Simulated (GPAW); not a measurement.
Consider BaPbO3 (Pm-3m).

```xyz
5
Lattice="4.3622 0.0000 0.0000 0.0000 4.3622 0.0000 0.0000 0.0000 4.3622" Properties=species:S:1:pos:R:3 pbc="T T T"
Pb    0.0000    0.0000    0.0000
Ba    2.1811    2.1811    2.1811
O     2.1811    0.0000    0.0000
O     0.0000    0.0000    2.1811
O     0.0000    2.1811    0.0000
```

Absorber: atom 3, with 2 Pb at 2.18 Å (linear, site symmetry 4/mmm). Method: GPAW, LDA, excited-electron core hole (neutral cell), 10-atom cell with 6.2 Å between holes, 5×5×5 k points, dipole transitions, Gaussian full width 0.9 eV up to 4 eV, rising linearly to 3.5 eV at 25 eV, without spin-orbit coupling.

Q: Where do the maxima of the O K edge fall?

Main maxima up to 24 eV above the zero (height): 0.2 eV (1.00), 1.5 eV (0.90), 4.2 eV (2.47), 7.3 eV (1.62), 11.3 eV (0.89) and 15.1 eV (0.90). A K edge sees empty p states on the absorber. The total-energy difference is 532.34 eV. One term is added: -8.83 eV, since the hole is spin-paired here and a spin-polarised one costs that much less in the free atom (computed apart). The photon energy is then 523.51 eV. The functional leaves an error in such absolute values: in the free atom LDA prices this hole 4.1 eV below PBE (computed apart), and PBE is itself good to a few eV.

The O K spectrum (energy from the lowest empty level; intensity scaled to a mean of 1 over the first 20 eV):

| E (eV) | intensity |
| --- | --- |
| -2.00 | 0.00 |
| -1.25 | 0.00 |
| -0.50 | 0.26 |
| 0.25 | 1.00 |
| 1.00 | 0.81 |
| 1.75 | 0.84 |
| 2.50 | 0.44 |
| 3.25 | 1.27 |
| 4.00 | 2.43 |
| 4.75 | 1.96 |
| 5.50 | 1.27 |
| 6.25 | 1.28 |
| 7.00 | 1.59 |
| 7.75 | 1.55 |
| 8.50 | 1.47 |
| 9.25 | 1.22 |
| 10.00 | 0.81 |
| 10.75 | 0.82 |
| 11.50 | 0.87 |
| 12.25 | 0.69 |
| 13.00 | 0.60 |
| 13.75 | 0.68 |
| 14.50 | 0.84 |
| 15.25 | 0.89 |
| 16.00 | 0.78 |
| 16.75 | 0.62 |
| 17.50 | 0.54 |
| 18.25 | 0.53 |
| 19.00 | 0.55 |
| 19.75 | 0.61 |
| 20.50 | 0.69 |
| 21.25 | 0.78 |
| 22.00 | 0.87 |
| 22.75 | 0.95 |
| 23.50 | 1.03 |
| 24.25 | 1.12 |
| 25.00 | 1.23 |
| 25.75 | 1.35 |
| 26.50 | 1.43 |
| 27.25 | 1.45 |
| 28.00 | 1.38 |
| 28.75 | 1.24 |
| 29.50 | 1.09 |
| 30.25 | 0.96 |
| 31.00 | 0.89 |
| 31.75 | 0.90 |

The unit cell's mesh shows no gap over 0.35 eV. That is right for a metallic compound; for a small-gap or correlated insulator it would be the fault of the functional or of the assumed magnetic order, and the hole would be screened too well. The holes are only 6.2 Å apart, so the shape is probably not converged with cell size; no larger cell was run here. The mesh is coarse (0.29 Å⁻¹ between points), so small maxima may be mesh ripples. The structure is a computed Materials Project entry and may be a hypothetical form.

[Banner, clock and machine lines of the logs are left out without a mark of their own.]

[Logs are printed without paths, hosts, clocks, repeated set-up lines and the standing remarks that a program may print on its own settings, such as how far it seeks lower states.]

[Hosts, paths, dates, database ids (printed as entryN), source tags and the programs' standing remarks are cut or masked in the printed files.]

[Lists of maxima count a maximum above −3 eV only where it reaches 4 % of the highest in the window and stands out from its surroundings by 2 % of it (1.5 % where it reaches 55 %); shoulders and weaker maxima are passed over, and of the rest the first, up to two pre-edge ones and the few strongest are named.]
